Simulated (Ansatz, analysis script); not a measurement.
# Calculated records

## CrRh2S4: energy against the total moment

The structure is monoclinic, space group C2/m (No. 12). The conventional cell has a = 12.255 Å, b = 3.583 Å, c = 6.328 Å, α = 90.00°, β = 119.60°, γ = 90.00°. Cr has 6 S at 2.49 to 2.52 Å nearest. Rh has 6 S at 2.38 to 2.53 Å nearest. Nearest to S lie 2 Cr at 2.49 Å and 3 Rh at 2.49 to 2.53 Å. Nearest to S lie 3 Rh at 2.38 to 2.41 Å and 1 Cr at 2.52 Å. Invented: CrRh2Se4 (C2/m) with S for Se. Farther neighbours and most contacts between anions are not listed.

```
method                            : PBE with U = 1.75 eV on Cr d and U = 1 eV on Rh d, PAW set soft_2; collinear runs at fixed total moment and in a field on the spins (and 5 further levels or steps)
program                           : Ansatz 0.2.0 and analysis script 1
settings of one run               : cutoff 420 eV, 10×10×6 k-mesh, Fermi-Dirac occupations, smearing width 0.02 eV
cost                              : 17 runs, 45 min in all on 1 thread of Arm Neoverse V1, shared host (the runs of this entry)
notes                             : The structure was built from a prototype and need not be the compound’s stable phase. The program’s warnings: filled band counts differ across k points, look outside group and minimisation memory short.
state of the free run             : ferromagnetic
net moment of the free run        : 3.97 μB
lowest of the fixed moments tried : M = 3.69 μB, -1425 meV
dM/dB between 0 and 500 T         : 0.0640 μB a cell per 1000 T
```

At this level the system is magnetic: the free run keeps 3.20 μB on the largest site. No other order was typed. Among the fixed moments, E(M) falls 1425 meV below the state without spin and is lowest near 3.69 μB on this grid.

[Logs and program files are shortened in this print: banners, set-up blocks, solver, clock and traceback lines can be left out without a mark of their own.]

[Logs are printed without paths, hosts, clocks, repeated set-up lines and the standing remarks that a program may print on its own settings, such as how far it seeks lower states.]

[Hosts, paths, dates, database ids (printed as entryN), source tags and the programs' standing remarks are cut or masked in the printed files.]
